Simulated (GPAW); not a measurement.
**A 7-layer slab of Pb(111) in an electric field**

Wanted: the out-of-plane polarisability of a 7-layer slab of Pb(111).

Program: GPAW 26.7.0. Level of theory: GPAW, PAW setups; slab in vacuum, relaxation, in the first sound run; inputs show where later runs differ. Results are calculated unless marked as measured.

**1. The structure**

The cell holds 7 atoms: 7 Pb. Its edges and angles: a = 3.500 Å, b = 3.500 Å, c = 35.147 Å, α = 90.0°, β = 90.0°, γ = 60.0°. Vacuum lies along c.

As a file:

```
Pb
1.0
     3.50018    0.00000    0.00000
     1.75009    3.03124    0.00000
     0.00000    0.00000   35.14730
Pb
7
Direct
  0.00000 0.00000 0.25607
  0.33333 0.33333 0.33738
  0.66667 0.66667 0.41869
  0.00000 0.00000 0.50000
  0.33333 0.33333 0.58131
  0.66667 0.66667 0.66262
  0.00000 0.00000 0.74393
```

**2. Relaxation**

Forces are removed first; all later runs use this geometry. The lowest 3 atoms are held at bulk positions and keep their forces.

Input file run.py:

```python
import json
import numpy as np
from ase import Atoms
from ase.constraints import FixAtoms
from ase.optimize import BFGS
from gpaw import GPAW, PW

slab = Atoms(
    ['Pb', 'Pb', 'Pb', 'Pb', 'Pb', 'Pb', 'Pb'],
    positions=[
        [0.00000, 0.00000, 9.00000],
        [1.75009, 1.01041, 11.85788],
        [3.50018, 2.02083, 14.71577],
        [0.00000, 0.00000, 17.57365],
        [1.75009, 1.01041, 20.43154],
        [3.50018, 2.02083, 23.28942],
        [0.00000, 0.00000, 26.14730]],
    cell=[[3.50018, 0.0, 0.0], [1.75009, 3.03124, 0.0], [0.0, 0.0, 35.1473]],
    pbc=[True, True, False])

slab.calc = GPAW(mode=PW(400), xc='PBE', kpts={'size': (10, 10, 1), 'gamma': True},
                 occupations={'name': 'fermi-dirac', 'width': 0.1}, nbands='200%',
                 convergence={'density': 1e-05}, maxiter=200,
                 poissonsolver={'dipolelayer': 'xy'},
                 symmetry={'tolerance': 1e-3, 'extra_ids': [1, 1, 1, 0, 0, 0, 0]}, txt='slab.txt')
result = {}
slab.set_constraint(FixAtoms([0, 1, 2]))
path = []
opt = BFGS(slab, maxstep=0.2)
opt.attach(lambda: path.append((slab.get_potential_energy(), slab.positions.tolist(), slab.get_forces().tolist())))
result['relaxed'] = bool(opt.run(fmax=0.03, steps=40))
result['path'] = path
energy = slab.get_potential_energy()
fermi = slab.calc.get_fermi_level()
v = slab.calc.get_electrostatic_potential().mean((0, 1)) - fermi
n = slab.calc.get_pseudo_density().mean((0, 1))
L = slab.cell[2, 2]
z = np.arange(len(v)) * L / len(v)
low, high = slab.positions[:, 2].min(), slab.positions[:, 2].max()
below, above = np.interp([low - 6.8, high + 6.8], z, v)
slopes = [np.interp(x, z, np.gradient(v, z)) for x in (low - 6.8, high + 6.8)]
eps = np.array([[slab.calc.get_eigenvalues(k, s) for k in range(len(slab.calc.get_ibz_k_points()))]
                for s in range(slab.calc.get_number_of_spins())]) - fermi
top, bottom = eps[eps < 0].max(), eps[eps > 0].min()
dipole = slab.get_dipole_moment()[2]
print(f'energy {energy:.4f} eV, Fermi level {fermi:.4f} eV, dipole {dipole:.5f} e A')
print(f'potential 6.8 A off the faces, from the Fermi level: lower {below:.4f} eV, upper {above:.4f} eV')
print(f'slope of the potential there: lower {slopes[0]:.5f}, upper {slopes[1]:.5f} eV/A')
print(f'nearest levels on the mesh: {top:.4f} and {bottom:.4f} eV')
print('magnetic moment', round(slab.get_magnetic_moment(), 3))
result.update(energy=energy, fermi=fermi, dipole=dipole, below=below, above=above, slopes=slopes, edges=[top, bottom],
              z=z.tolist(), v=v.tolist(), n=n.tolist(), positions=slab.positions.tolist(),
              forces=slab.get_forces(apply_constraint=False).tolist(), moments=slab.get_magnetic_moments().tolist())
json.dump(result, open('result.json', 'w'))
```

Command:

```sh
$ OMP_NUM_THREADS=1 OPENBLAS_NUM_THREADS=1 python run.py
```

Output:

```text
Step          Energy          fmax
BFGS:    0      -25.754079        0.203187
BFGS:    1      -25.754802        0.194021
BFGS:    2      -25.762469        0.060966
BFGS:    3      -25.762537        0.058224
BFGS:    4      -25.762841        0.044373
BFGS:    5      -25.763297        0.048287
BFGS:    6      -25.763983        0.057234
BFGS:    7      -25.764461        0.045427
BFGS:    8      -25.764723        0.047379
BFGS:    9      -25.764828        0.048251
BFGS:   10      -25.765311        0.057629
BFGS:   11      -25.766232        0.064739
BFGS:   12      -25.767138        0.057825
BFGS:   13      -25.767861        0.049135
BFGS:   14      -25.768000        0.050519
BFGS:   15      -25.768094        0.047024
BFGS:   16      -25.768292        0.039318
BFGS:   17      -25.768568        0.048136
BFGS:   18      -25.769108        0.042365
BFGS:   19      -25.769714        0.017261
energy -25.6970 eV, Fermi level 2.7488 eV, dipole -0.00093 e A
potential 6.8 A off the faces, from the Fermi level: lower 3.7006 eV, upper 3.7282 eV
slope of the potential there: lower -0.00019, upper -0.00000 eV/A
nearest levels on the mesh: -0.0271 and 0.0022 eV
magnetic moment 0.0
```

Elapsed: 67 min, on 1 thread of Intel Xeon Platinum 8375C at 2.90GHz (Ice Lake), shared host; peak memory 0.41 GiB.

Relaxation path:

```csv
step,energy less that of the first step (eV),largest force (eV/Å)
1,0.0000,0.2032
2,-0.0007,0.1940
3,-0.0080,0.0610
4,-0.0081,0.0582
5,-0.0084,0.0444
6,-0.0090,0.0483
7,-0.0097,0.0572
8,-0.0102,0.0454
9,-0.0104,0.0474
10,-0.0105,0.0483
11,-0.0108,0.0576
12,-0.0114,0.0647
13,-0.0119,0.0578
14,-0.0123,0.0491
15,-0.0124,0.0505
16,-0.0125,0.0470
17,-0.0125,0.0393
18,-0.0125,0.0481
19,-0.0127,0.0424
20,-0.0127,0.0173
```

The atoms that moved most (Å):

```csv
atom,dx,dy,dz,length
Pb6,0.000,0.000,0.226,0.226
Pb7,0.000,0.000,0.154,0.154
Pb5,0.000,0.000,0.154,0.154
Pb4,0.000,0.000,0.077,0.077
```

Final coordinates:

```xyz
7
Lattice="3.5002 0.0000 0.0000 1.7501 3.0312 0.0000 0.0000 0.0000 35.1473" Properties=species:S:1:pos:R:3
Pb    0.0000    0.0000    9.0000
Pb    1.7501    1.0104   11.8579
Pb    3.5002    2.0208   14.7158
Pb    0.0000    0.0000   17.6507
Pb    1.7501    1.0104   20.5851
Pb    3.5002    2.0208   23.5153
Pb    0.0000    0.0000   26.3010
```

Numbers from this step:

| Item | Value |
| --- | --- |
| dipole along the normal | -9.34e-4 e·Å |
| levels nearest the Fermi level on the mesh | -0.02715, 0.002225 eV from the Fermi level |
| upper work function | 3.728 eV |
| lower work function | 3.701 eV |

The electrostatic potential energy of an electron (without an applied field's), less the Fermi level, planar mean oscillates, so the rows of the table below give means over windows of 2.93 Å about each position, cut where the curve ends. Its maxima inside the range that stand out by 2 % of the span (Å: eV): 10.5: 1.21, 13.3: 1.14, 16.2: 1.40, 19.1: 1.40, 22.1: 1.40, 24.9: 0.953. Its minima: 9.0: -21.8, 11.8: -21.8, 14.7: -21.9, 17.7: -21.9, 20.6: -21.9, 23.5: -21.9, 26.3: -21.7.

Table of electrostatic potential energy of an electron (without an applied field's), less the Fermi level, planar mean by z; means over each step:

z (Å), electrostatic potential energy of an electron (without an applied field's), less the Fermi level, planar mean (eV) and a bar from the least value:
```
     1.47        3.7 ##############################
     4.40        3.7 ##############################
     7.33       -0.2 #####################
    10.26       -7.9 ##
    13.19       -8.0 #
    16.12       -7.3 ###
    19.05       -7.3 ###
    21.98       -7.4 ###
    24.91       -8.5 
    27.84       -1.3 ##################
    30.77        3.7 ##############################
    33.70        3.7 ##############################
```

The pseudo valence density, planar mean oscillates, so the rows of the table below give means over windows of 2.93 Å about each position, cut where the curve ends. Its maxima inside the range that stand out by 2 % of the span (Å: e/Å³): 9.0: 1.20, 11.9: 1.18, 14.6: 1.17, 17.6: 1.17, 20.5: 1.17, 23.4: 1.16, 26.4: 1.18. Its minima: 10.5: 0.107, 13.4: 0.108, 16.1: 0.0976, 19.0: 0.0981, 22.0: 0.0978, 24.9: 0.117.

Table of pseudo valence density, planar mean by z; means over each step:

```csv
z (Å),"pseudo valence density, planar mean (e/Å³)"
4.40,1.2e-4
7.33,0.147
10.26,0.476
13.19,0.478
16.12,0.448
19.05,0.449
21.98,0.450
24.91,0.506
27.84,0.198
30.77,1.6e-4
33.70,0
```

The relaxation lowered the energy of the cell by 0.0127 eV (energies extrapolated to zero smearing; the optimiser's log prints free energies). The largest force left on a free atom is 0.017 eV/Å.

**3. The slab's potential**

With the geometry fixed, the planar mean of the potential gives the vacuum level on each side.

This step: GPAW, PAW setups; slab in vacuum (GPAW 26.7.0).

Changes to run.py since step 2:

```diff
@@ -3,4 +3,2 @@
 from ase import Atoms
-from ase.constraints import FixAtoms
-from ase.optimize import BFGS
 from gpaw import GPAW, PW
@@ -13,6 +11,6 @@
         [3.50018, 2.02083, 14.71577],
-        [0.00000, 0.00000, 17.57365],
-        [1.75009, 1.01041, 20.43154],
-        [3.50018, 2.02083, 23.28942],
-        [0.00000, 0.00000, 26.14730]],
+        [0.00000, -0.00000, 17.65070],
+        [1.75009, 1.01041, 20.58505],
+        [3.50018, 2.02083, 23.51533],
+        [-0.00000, 0.00000, 26.30105]],
     cell=[[3.50018, 0.0, 0.0], [1.75009, 3.03124, 0.0], [0.0, 0.0, 35.1473]],
@@ -24,10 +22,4 @@
                  poissonsolver={'dipolelayer': 'xy'},
-                 symmetry={'tolerance': 1e-3, 'extra_ids': [1, 1, 1, 0, 0, 0, 0]}, txt='slab.txt')
+                 symmetry={'tolerance': 1e-3}, txt='slab.txt')
 result = {}
-slab.set_constraint(FixAtoms([0, 1, 2]))
-path = []
-opt = BFGS(slab, maxstep=0.2)
-opt.attach(lambda: path.append((slab.get_potential_energy(), slab.positions.tolist(), slab.get_forces().tolist())))
-result['relaxed'] = bool(opt.run(fmax=0.03, steps=40))
-result['path'] = path
 energy = slab.get_potential_energy()
```

Output:

```text
energy -25.6970 eV, Fermi level 2.7488 eV, dipole -0.00101 e A
potential 6.8 A off the faces, from the Fermi level: lower 3.7011 eV, upper 3.7279 eV
slope of the potential there: lower -0.00018, upper -0.00001 eV/A
nearest levels on the mesh: -0.0271 and 0.0022 eV
magnetic moment 0.0
```

Elapsed: 6.3 min, on 1 thread; peak memory 0.4 GiB.

Numbers from this step:

```yaml
dipole_along_the_normal: -0.001012 e·Å
levels_nearest_the_fermi_level_on_the_mesh: -0.02713, 0.002217 eV from the Fermi level
```

The electrostatic potential energy of an electron (without an applied field's), less the Fermi level, planar mean oscillates, so the rows of the table below give means over windows of 2.93 Å about each position, cut where the curve ends. Its maxima inside the range that stand out by 2 % of the span (Å: eV): 10.5: 1.21, 13.3: 1.14, 16.2: 1.40, 19.1: 1.40, 22.1: 1.40, 24.9: 0.953. Its minima: 9.0: -21.8, 11.8: -21.8, 14.7: -21.9, 17.7: -21.9, 20.6: -21.9, 23.5: -21.9, 26.3: -21.7.

The electrostatic potential energy of an electron (without an applied field's), less the Fermi level, planar mean by z; means over each step:

```csv
z (Å),"electrostatic potential energy of an electron (without an applied field's), less the Fermi level, planar mean (eV)"
1.47,3.70
4.40,3.70
7.33,-0.152
10.26,-7.88
13.19,-7.96
16.12,-7.33
19.05,-7.33
21.98,-7.35
24.91,-8.55
27.84,-1.28
30.77,3.72
33.70,3.73
```

The pseudo valence density, planar mean oscillates, so the rows of the table below give means over windows of 2.93 Å about each position, cut where the curve ends. Its maxima inside the range that stand out by 2 % of the span (Å: e/Å³): 9.0: 1.20, 11.9: 1.18, 14.6: 1.17, 17.6: 1.17, 20.5: 1.17, 23.4: 1.16, 26.4: 1.18. Its minima: 10.5: 0.107, 13.4: 0.108, 16.1: 0.0976, 19.0: 0.0981, 22.0: 0.0978, 24.9: 0.117.

The pseudo valence density, planar mean by z; means over each step:

```csv
z (Å),"pseudo valence density, planar mean (e/Å³)"
4.40,1.2e-4
7.33,0.147
10.26,0.476
13.19,0.478
16.12,0.448
19.05,0.449
21.98,0.450
24.91,0.506
27.84,0.198
30.77,1.6e-4
33.70,0
```

Force by atom:

```csv
atom,x (eV/Å),y (eV/Å),z (eV/Å),size
Pb1,0.000,0.000,0.099,0.099
Pb2,0.000,0.000,-0.189,0.189
Pb3,0.000,0.000,0.088,0.088
Pb4,0.000,0.000,0.010,0.010
Pb5,0.000,0.000,-0.016,0.016
Pb6,0.000,0.000,0.017,0.017
Pb7,0.000,0.000,-0.009,0.009
```

The potential is flat to 1.8e-4 eV/Å where it is read, so the vacuum is wide enough.

**4. Field on**

A uniform field along the normal polarises the slab; the atoms stay fixed, so this is the electronic response alone.

Changes to run.py since step 3:

```diff
@@ -4,2 +4,3 @@
 from gpaw import GPAW, PW
+from gpaw.external import ConstantElectricField
 
@@ -22,2 +23,3 @@
                  poissonsolver={'dipolelayer': 'xy'},
+                 external=ConstantElectricField(-0.2, [0, 0, 1]),
                  symmetry={'tolerance': 1e-3}, txt='slab.txt')
```

Output:

```text
energy -25.7217 eV, Fermi level 2.7405 eV, dipole -0.24617 e A
potential 6.8 A off the faces, from the Fermi level: lower 1.6350 eV, upper 5.8345 eV
slope of the potential there: lower -0.00014, upper 0.00001 eV/A
nearest levels on the mesh: -0.0270 and 0.0022 eV
magnetic moment 0.0
```

Elapsed: 18 min, on 1 thread; peak memory 0.89 GiB.

Numbers from this step:

```
dipole along the normal                                         : -0.2462 e·Å
levels nearest the Fermi level on the mesh                      : -0.02704, 0.002208 eV from the Fermi level
potential below the slab, the applied field's own ramp left out : 1.635 eV from the Fermi level
potential above the slab, the applied field's own ramp left out : 5.834 eV from the Fermi level
```

The electrostatic potential energy of an electron (without an applied field's), less the Fermi level, planar mean oscillates, so the rows of the table below give means over windows of 2.93 Å about each position, cut where the curve ends. Its maxima inside the range that stand out by 2 % of the span (Å: eV): 10.5: -0.212, 13.3: 0.285, 16.2: 1.13, 19.1: 1.71, 22.1: 2.30, 24.9: 2.42, 33.2: 5.84. Its minima: 9.0: -23.5, 11.8: -22.9, 14.7: -22.4, 17.7: -21.8, 20.6: -21.3, 23.5: -20.7, 26.3: -20.0.

Electrostatic potential energy of an electron (without an applied field's), less the Fermi level, planar mean against z; means over each step:

z (Å), electrostatic potential energy of an electron (without an applied field's), less the Fermi level, planar mean (eV) and a bar from the least value:
```
     1.47        1.8 ######################
     4.40        1.6 ######################
     7.33       -2.1 ##############
    10.26       -9.3 
    13.19       -8.8 #
    16.12       -7.6 ###
    19.05       -7.0 #####
    21.98       -6.5 ######
    24.91       -7.1 ####
    27.84        0.7 ####################
    30.77        5.8 ##############################
    33.70        5.8 ##############################
```

Force by atom:

```csv
atom,x (eV/Å),y (eV/Å),z (eV/Å),size
Pb1,0.000,0.000,0.096,0.096
Pb2,0.000,0.000,-0.184,0.184
Pb3,0.000,0.000,0.085,0.085
Pb4,0.000,0.000,0.011,0.011
Pb5,0.000,0.000,-0.020,0.020
Pb6,0.000,0.000,0.023,0.023
Pb7,0.000,0.000,-0.009,0.009
```

The dipole is now -0.246 e Å, against -0.0010 in the run without a field.

**5. In a field**

Changes to run.py since step 4:

```diff
@@ -23,3 +23,3 @@
                  poissonsolver={'dipolelayer': 'xy'},
-                 external=ConstantElectricField(-0.2, [0, 0, 1]),
+                 external=ConstantElectricField(-0.1, [0, 0, 1]),
                  symmetry={'tolerance': 1e-3}, txt='slab.txt')
```

Output:

```text
energy -25.7032 eV, Fermi level 2.7455 eV, dipole -0.12386 e A
potential 6.8 A off the faces, from the Fermi level: lower 2.6659 eV, upper 4.7791 eV
slope of the potential there: lower -0.00016, upper -0.00002 eV/A
nearest levels on the mesh: -0.0271 and 0.0022 eV
magnetic moment 0.0
```

Elapsed: 19 min, on 1 thread; peak memory 0.9 GiB.

Numbers from this step:

```
dipole along the normal                                         : -0.1239 e·Å
levels nearest the Fermi level on the mesh                      : -0.02713, 0.002199 eV from the Fermi level
potential below the slab, the applied field's own ramp left out : 2.666 eV from the Fermi level
potential above the slab, the applied field's own ramp left out : 4.779 eV from the Fermi level
```

The electrostatic potential energy of an electron (without an applied field's), less the Fermi level, planar mean oscillates, so the rows of the table below give means over windows of 2.93 Å about each position, cut where the curve ends. Its maxima inside the range that stand out by 2 % of the span (Å: eV): 10.5: 0.501, 13.3: 0.713, 16.2: 1.27, 19.1: 1.56, 22.1: 1.85, 24.9: 1.69, 33.0: 4.78. Its minima: 9.0: -22.7, 11.8: -22.4, 14.7: -22.2, 17.7: -21.9, 20.6: -21.6, 23.5: -21.3, 26.3: -20.8.

The electrostatic potential energy of an electron (without an applied field's), less the Fermi level, planar mean by z; means over each step:

z (Å), electrostatic potential energy of an electron (without an applied field's), less the Fermi level, planar mean (eV) and a bar from the least value:
```
     1.47        2.7 #########################
     4.40        2.7 #########################
     7.33       -1.1 #################
    10.26       -8.6 
    13.19       -8.4 
    16.12       -7.5 ###
    19.05       -7.2 ###
    21.98       -6.9 ####
    24.91       -7.8 ##
    27.84       -0.3 ###################
    30.77        4.8 ##############################
    33.70        4.7 ##############################
```

Force by atom:

```csv
atom,x (eV/Å),y (eV/Å),z (eV/Å),size
Pb1,0.000,0.000,0.098,0.098
Pb2,0.000,0.000,-0.186,0.186
Pb3,0.000,0.000,0.087,0.087
Pb4,0.000,0.000,0.011,0.011
Pb5,0.000,0.000,-0.017,0.017
Pb6,0.000,0.000,0.020,0.020
Pb7,0.000,0.000,-0.010,0.010
```

The dipole is now -0.124 e Å, against -0.0010 in the run without a field.

**6. In a field**

Changes to run.py since step 5:

```diff
@@ -23,3 +23,3 @@
                  poissonsolver={'dipolelayer': 'xy'},
-                 external=ConstantElectricField(-0.1, [0, 0, 1]),
+                 external=ConstantElectricField(-0.05, [0, 0, 1]),
                  symmetry={'tolerance': 1e-3}, txt='slab.txt')
```

Output:

```text
energy -25.6985 eV, Fermi level 2.7473 eV, dipole -0.06272 e A
potential 6.8 A off the faces, from the Fermi level: lower 3.1827 eV, upper 4.2530 eV
slope of the potential there: lower -0.00015, upper -0.00003 eV/A
nearest levels on the mesh: -0.0271 and 0.0022 eV
magnetic moment 0.0
```

It took 23 min on 1 thread; peak memory 0.9 GiB.

The electrostatic potential energy of an electron (without an applied field's), less the Fermi level, planar mean oscillates, so the rows of the table below give means over windows of 2.93 Å about each position, cut where the curve ends. Its maxima inside the range that stand out by 2 % of the span (Å: eV): 10.5: 0.857, 13.3: 0.927, 16.2: 1.33, 19.1: 1.48, 22.1: 1.62, 24.9: 1.32. Its minima: 9.0: -22.3, 11.8: -22.1, 14.7: -22.0, 17.7: -21.9, 20.6: -21.8, 23.5: -21.6, 26.3: -21.3.

Electrostatic potential energy of an electron (without an applied field's), less the Fermi level, planar mean against z; means over each step:

```csv
z (Å),"electrostatic potential energy of an electron (without an applied field's), less the Fermi level, planar mean (eV)"
1.47,3.22
4.40,3.18
7.33,-0.645
10.26,-8.25
13.19,-8.18
16.12,-7.40
19.05,-7.26
21.98,-7.13
24.91,-8.18
27.84,-0.788
30.77,4.25
33.70,4.23
```

**7. In a field**

Changes to run.py since step 6:

```diff
@@ -23,3 +23,3 @@
                  poissonsolver={'dipolelayer': 'xy'},
-                 external=ConstantElectricField(-0.05, [0, 0, 1]),
+                 external=ConstantElectricField(0.05, [0, 0, 1]),
                  symmetry={'tolerance': 1e-3}, txt='slab.txt')
```

Output:

```text
energy -25.6983 eV, Fermi level 2.7500 eV, dipole 0.05947 e A
potential 6.8 A off the faces, from the Fermi level: lower 4.2187 eV, upper 3.2045 eV
slope of the potential there: lower -0.00015, upper -0.00005 eV/A
nearest levels on the mesh: -0.0272 and 0.0022 eV
magnetic moment 0.0
```

Elapsed: 26 min, on 1 thread; peak memory 0.9 GiB.

The electrostatic potential energy of an electron (without an applied field's), less the Fermi level, planar mean oscillates, so the rows of the table below give means over windows of 2.93 Å about each position, cut where the curve ends. Its maxima inside the range that stand out by 2 % of the span (Å: eV): 10.5: 1.57, 13.3: 1.35, 16.2: 1.47, 19.1: 1.32, 22.1: 1.18, 24.9: 0.587. Its minima: 9.0: -21.4, 11.8: -21.5, 14.7: -21.7, 17.7: -21.9, 20.6: -22.1, 23.5: -22.1, 26.3: -22.1.

Electrostatic potential energy of an electron (without an applied field's), less the Fermi level, planar mean against z; means over each step:

```csv
z (Å),"electrostatic potential energy of an electron (without an applied field's), less the Fermi level, planar mean (eV)"
1.47,4.19
4.40,4.21
7.33,0.340
10.26,-7.51
13.19,-7.75
16.12,-7.26
19.05,-7.41
21.98,-7.57
24.91,-8.92
27.84,-1.78
30.77,3.20
33.70,3.22
```

[end of part 1 of 2]

[Logs are printed without paths, hosts, clocks, repeated set-up lines and the standing remarks that a program may print on its own settings, such as how far it seeks lower states.]

[Hosts, paths, dates, database ids (printed as entryN), source tags and the programs' standing remarks are cut or masked in the printed files.]
